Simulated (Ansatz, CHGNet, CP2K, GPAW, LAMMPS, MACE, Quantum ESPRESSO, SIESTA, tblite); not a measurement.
# Zn40S29Se11 with crystalline order left by the classical run (80 atoms) in other programs, against a plane-wave reference

Wanted: errors and costs of other methods on Zn40S29Se11 with crystalline order left by the classical run (80 atoms). A plane-wave run serves as the reference.

Main program and level: Quantum ESPRESSO 7.5; Kohn-Sham DFT, PBE, SSSP efficiency 1.3.0 pseudopotentials, plane waves.

## (1) The system as given

The cell holds 80 atoms: 40 Zn, 29 S and 11 Se. Cell: a = 11.843 Å, b = 11.843 Å, c = 11.843 Å, α = 90.0°, β = 90.0°, γ = 90.0°. 80 atoms (40 Zn, 29 S, 11 Se) placed at random at 4.41 g/cm³, melted at 2500 K for 10 ps at fixed volume with the Stillinger-Weber II-VI potential (Zhou et al., Phys. Rev. B 88, 085309 (2013)). Quenched from 2500 K to 300 K at 4 K/ps and fixed volume, annealed at 800 K for 50 ps, held 5 ps.

## (2) Plane-wave reference

The input, pw.in:

```
&control
  calculation = 'scf'
  pseudo_dir = './pseudo'
  outdir = './tmp'
  disk_io = 'none'
  tprnfor = .true.
  tstress = .true.
/
&system
  ibrav = 0
  nat = 80
  ntyp = 3
  ecutwfc = 45
  ecutrho = 360
  nosym = .true.
  occupations = 'smearing'
  smearing = 'fd'
  degauss = 0.003675
/
&electrons
  conv_thr = 4.0e-07
  electron_maxstep = 100
  mixing_beta = 0.4
  mixing_mode = 'plain'
  diagonalization = 'david'
/
ATOMIC_SPECIES
Zn 65.380 Zn.upf
S 32.060 S.upf
Se 78.971 Se.upf
CELL_PARAMETERS angstrom
11.84320 0.00000 0.00000
0.00000 11.84320 0.00000
0.00000 0.00000 11.84320
ATOMIC_POSITIONS crystal
Zn 0.87957 0.61085 0.47178
Zn 0.23190 0.53856 0.07828
Zn 0.45393 0.79534 0.77238
Zn 0.34658 0.96446 0.04399
Zn 0.98714 0.44231 0.20693
Zn 0.30924 0.68890 0.60277
Zn 0.53355 0.36585 0.10957
Zn 0.28289 0.98487 0.42218
Zn 0.80877 0.19056 0.11218
Zn 0.33267 0.42078 0.79265
Zn 0.14388 0.17198 0.65323
Zn 0.88937 0.32783 0.66165
[... 64 atom lines left out ...]
Se 0.71520 0.66062 0.57834
Se 0.46129 0.30218 0.91500
Se 0.23021 0.88123 0.24823
Se 0.82242 0.49214 0.31468
K_POINTS gamma
```

Run with:

```
$ OMP_NUM_THREADS=1 mpirun -np 4 pw.x -in pw.in > output.txt
```

The log of the run:

```text
Program PWSCF
     gamma-point specific algorithms are used
     one sub-group per band group will be used
     scalapack distributed-memory algorithm (size of sub-group:  2*  2 procs)
     Parallelization info
     sticks:   dense  smooth     PW     G-vecs:    dense   smooth      PW
     Min        3586    1789    445               323238   114227   14307
     Max        3587    1792    448               323245   114232   14312
     Sum       14345    7161   1789              1292959   456919   57243
     bravais-lattice index     =            0
     lattice parameter (alat)  =      22.3804  a.u.
     unit-cell volume          =   11209.9530 (a.u.)^3
     number of atoms/cell      =           80
     number of atomic types    =            3
     number of electrons       =      1040.00
[... lines left out ...]
     scf convergence threshold =      4.0E-07
[... lines left out ...]
     number of k points=     1  Fermi-Dirac smearing, width (Ry)=  0.0037
[... lines left out ...]
     total energy              =  -19643.18723905 Ry
[... lines left out ...]
     total energy              =  -19643.31077277 Ry
[... lines left out ...]
     total energy              =  -19644.14673786 Ry
[... lines left out ...]
     total energy              =  -19644.21525121 Ry
[... lines left out ...]
     total energy              =  -19644.21525195 Ry
[... lines left out ...]
  -118.3681-118.3558-118.3498-118.3414-118.2889-118.2548-118.1648-118.1041
   -73.0186 -73.0059 -72.9989 -72.9922 -72.9889 -72.9867 -72.9730 -72.9626
   -72.9530 -72.9524 -72.9172 -72.9162 -72.8962 -72.8644 -72.8482 -72.8456
   -72.8406 -72.8313 -72.8236 -72.8206 -72.8107 -72.8099 -72.7991 -72.7914
[...]
13.4227  13.4881  13.5195  13.5415  13.5718  13.6193  13.6608  13.6741
    13.7682  13.7876  13.8108  13.8828  13.9345  13.9883  14.0331  14.0488
     the Fermi energy is     7.8568 ev
!    total energy              =  -19644.21525210 Ry
     estimated scf accuracy    <       0.00000009 Ry
     smearing contrib. (-TS)   =      -0.00444722 Ry
     internal energy E=F+TS    =  -19644.21080487 Ry
     The total energy is F=E-TS. E is the sum of the following terms:
     one-electron contribution =  -18514.29041141 Ry
     hartree contribution      =    9521.21619467 Ry
     xc contribution           =   -2260.67709032 Ry
     ewald contribution        =   -8390.45949782 Ry
     convergence has been achieved in  14 iterations
     Forces acting on atoms (cartesian axes, Ry/au):
     atom    1 type  1   force =     0.00886522    0.01647203   -0.01684821
     atom    2 type  1   force =     0.00440741   -0.01449794    0.00539979
     atom    3 type  1   force =     0.02442960    0.02733013    0.01860156
[...]
atom   79 type  3   force =     0.00948873   -0.00064850   -0.00497932
     atom   80 type  3   force =    -0.01137391    0.01001992    0.00241282
     Total force =     0.253723     Total SCF correction =     0.001641
     Computing stress (Cartesian axis) and pressure
          total   stress  (Ry/bohr**3)                   (kbar)     P=        9.34
   0.00006230   0.00004588  -0.00006331            9.16        6.75       -9.31
   0.00004588   0.00006484   0.00005512            6.75        9.54        8.11
  -0.00006331   0.00005512   0.00006338           -9.31        8.11        9.32
     Message from routine punch:
     Nothing written, as per user request (disk_io='none')
```

Run time: 6 min. Hardware: 4 MPI ranks of Arm Neoverse V2, shared host; peak memory 4.5 GiB.

Banners and routine set-up lines are dropped from the logs; longer cuts are marked.

Numbers from this run:

| Item | Value |
| --- | --- |
| r.m.s. force component | 0.4211 eV/Å |
| longest force | 2.329 eV/Å |
| pressure | 0.934 GPa |

## (3) What was run beside it

The programs:
- CHGNet: machine-learned potential, published weights.
- CP2K 2026.2: Gaussian basis with GTH pseudopotentials and a plane-wave density; labels give functional, basis (MOLOPT sets; SR short-range, UZH the newer set with its own potentials), grid cutoff/relative cutoff and solver (OT: orbital transformation; TRS4, TC2, SIGN: linear-scaling purification with its sparsity filter), or its built-in tight binding.
- GPAW 26.7.0: PAW with atomic orbitals (LCAO), plane waves or a real-space grid of spacing h.
- MACE: machine-learned potential, published weights.
- SIESTA 5.4.2: numerical atomic orbitals, whose automatically made sets are far from complete, with PseudoDojo norm-conserving potentials that we converted to its format (checked against plane waves on the same files for H, C, O, Si, Ge and Ca alone); labels give functional, basis size, energy shift and mesh cutoff.
- tblite 0.8.0: extended tight binding, driven from Python.

All use the same cell and atoms; the electronic-structure runs use the same k-mesh, and an electronic temperature of 580 K (0.05 eV) where levels are smeared.

Differences are against the plane-wave reference, forces as r.m.s. over components; share is that over the reference's r.m.s. force, slope the least-squares factor from reference forces to these. Total energies of different programs have different zeros and aren't compared.

```csv
run,"Δ force, r.m.s. (meV/Å)",share (%),slope,Δ pressure (GPa),cores,CPU time,memory (GiB)
reference,-,-,-,-,4,24 min,4.5
CHGNet r2SCAN potential,245,58.1,0.516,-2.23,1,3.4 s,0.7
"CP2K PBE, DZVP-MOLOPT-SR, 800/50 Ry, diagonalisation",31.6,7.49,1.030,0.621,4,7.6 min,9.2
"CP2K PBE, SZV-MOLOPT-SR, 800/50 Ry, diagonalisation (coarse)",378,89.9,1.468,0.113,2,4.3 min,6.7
"GPAW PBE, LCAO dzp, h 0.16 Å",32.7,7.76,1.020,-,1,7.1 min,3.8
"GPAW PBE, LCAO dzp, h 0.2 Å",33.2,7.88,1.020,-,1,4 min,2.0
"GPAW PBE, plane waves 550 eV",6.00,1.43,1.008,0.138,4,16 min,3.2
"GPAW RPBE, LCAO dzp, h 0.2 Å",62.1,14.8,1.017,-,1,4.2 min,2.0
MACE MP-0b3 medium potential,114,27.0,0.829,-0.398,1,6.4 s,0.88
MACE MPA-0 medium potential,90.2,21.4,0.903,-0.0684,1,6.6 s,0.87
"SIESTA PBE, DZP, shift 0.01 Ry, mesh 500 Ry",134,31.9,1.125,-0.829,2,4.2 min,1.8
"SIESTA PBE, DZP, shift 0.04 Ry, mesh 500 Ry (coarse)",394,93.5,1.155,-25.0,2,2.6 min,1.4
"SIESTA PBE, SZ, shift 0.02 Ry, mesh 500 Ry (coarse)",811,193,1.595,-7.22,1,2.8 min,0.83
"SIESTA PBE, SZP, shift 0.01 Ry, mesh 500 Ry (coarse)",445,106,1.176,-5.18,2,3.6 min,1.6
tblite GFN1-xTB,219,52.0,0.741,5.44,1,3.8 s,0.13
tblite IPEA1-xTB,175,41.5,1.127,-4.07,1,2.8 s,0.13
```

Rows marked coarse use a setting chosen to be so.

Times of the machine-learned potentials are mostly Python's start and the loading of weights.

CPU time is summed over cores on a shared host, where runs went side by side, so it is rough. Symmetry, cutoffs, thresholds, outputs and thread counts weren't matched or tuned between programs; memory under MPI is the largest rank's times the ranks.

Runs without a result: CP2K GFN1-xTB, diagonalisation (not converged, the SCF not settling).

Mean charges by element (e), by run and scheme:

```csv
run,scheme,Zn,S,Se
"CP2K PBE, DZVP-MOLOPT-SR, 800/50 Ry, diagonalisation",Mulliken,-0.08,+0.12,-0.01
"SIESTA PBE, DZP, shift 0.01 Ry, mesh 500 Ry",Hirshfeld,+0.61,-0.61,-0.59
tblite GFN1-xTB,Mulliken,+0.21,-0.26,-0.07
tblite IPEA1-xTB,Mulliken,+0.25,-0.29,-0.15
```

Within one program, basis, potentials and functional, energies share a zero. Each run against its twin at the usual cutoff or grid and solver:

```csv
run,twin,Δ energy (meV/atom),"Δ force, r.m.s. (meV/Å)",CPU time over the twin's
"GPAW PBE, LCAO dzp, h 0.16 Å","LCAO dzp, h 0.2 Å",-18.1,17.7,1.8
```

## (4) Results

```yaml
reference_r_m_s_force_component: 0.421 eV/Å
nearest_in_forces: GPAW PBE, plane waves 550 eV, 1.4 %
farthest_in_forces: SIESTA PBE, SZ, shift 0.02 Ry, mesh 500 Ry (coarse), 193 %
cheapest_electronic_structure_run_beside_the_reference: tblite IPEA1-xTB, 2.8 s of CPU time
```

What this shows: PBE on plane waves or a grid with other potentials, cutoffs or grids, coarse settings apart, differs from the reference by 1.4 % (GPAW PBE, plane waves 550 eV) of the r.m.s. force; this holds the reference's own error, so differences of a few per cent don't tell which side is nearer the exact PBE result. The PBE runs in local orbitals, coarse settings apart, differ by 7.5 % (CP2K PBE, DZVP-MOLOPT-SR, 800/50 Ry, diagonalisation) to 32 % (SIESTA PBE, DZP, shift 0.01 Ry, mesh 500 Ry); basis, grid and potentials can all enter. Tight binding differs by 42 % (tblite IPEA1-xTB) to 52 % (tblite GFN1-xTB); it is another model, with fitted parameters of its own, and the xTB methods hold dispersion. Machine-learned potentials differ by 21 % (MACE MPA-0 medium potential) to 58 % (CHGNet r2SCAN potential); they were trained on other programs' data, some at another functional. Among those trained on PBE data the slope goes as low as 0.83. Rows with another functional or a dispersion term differ by 15 % (GPAW RPBE, LCAO dzp, h 0.2 Å), which mixes the change of model with differences of basis and potentials. IPEA1-xTB was fitted to ionisation energies and electron affinities, not to forces or charges. Runs with settings chosen to be coarse differ by 90 % (CP2K PBE, SZV-MOLOPT-SR, 800/50 Ry, diagonalisation) to 193 % (SIESTA PBE, SZ, shift 0.02 Ry, mesh 500 Ry), their programs' other errors included. Of the electronic-structure runs that take under half the reference's CPU time, CP2K PBE, DZVP-MOLOPT-SR, 800/50 Ry, diagonalisation comes nearest, at 7.5 % in 7.6 min against 24 min. SIESTA PBE, DZP, shift 0.01 Ry, mesh 500 Ry stiffens the forces by a factor of 1.12 while following their directions (correlation 0.968). In pressure, SIESTA PBE, DZP, shift 0.04 Ry, mesh 500 Ry misses by -25.0 GPa, at the same functional. Charges hang on model, scheme and program or settings: among these rows the mean for S runs from -0.61 to +0.12 e, even in sign. Periodic xTB results under one method name differ between programs and library versions. The potentials hold different valence shells: 1040 electrons in the reference, 720 in GPAW, 1150 in SIESTA and 720 in CP2K with SZV-MOLOPT-SR; this bears on time and differences. The reference's pressure holds the uncorrected Pulay stress of its 45 Ry basis, so small pressure differences, and their order, may be the reference's own error. Machine-learned potentials mimic data converged in k, so the reference's own k-point error enters their differences. The quench rate of 4 K/ps is many orders above laboratory rates, so the cell is likely richer in defects and strain than a real sample. The network of bonds at the start is that of the classical potential that made the cell, and needn't be the one that DFT or experiment would give. The electronic-structure runs sample only Γ, in a cell whose shortest periodic width is 12 Å.

[Long decimals in the printed logs are rounded to 6 places.]

[Also dropped from logs without a mark: lines with file paths, logging warnings of Python, QE's lines on negative density and diagonalisation, SIESTA's first energy breakdown, zero terms and Voronoi charges.]

[Logs are printed without paths, hosts, clocks, repeated set-up lines and the standing remarks that a program may print on its own settings, such as how far it seeks lower states.]

[Hosts, paths, dates, database ids (printed as entryN), source tags and the programs' standing remarks are cut or masked in the printed files.]

[Not all failed runs are listed: runs killed by the host, ended in a Python traceback or in CONQUEST's support-function errors, and SIESTA runs with faulty potentials for Cu, Fe, Ni or Zn are left out.]
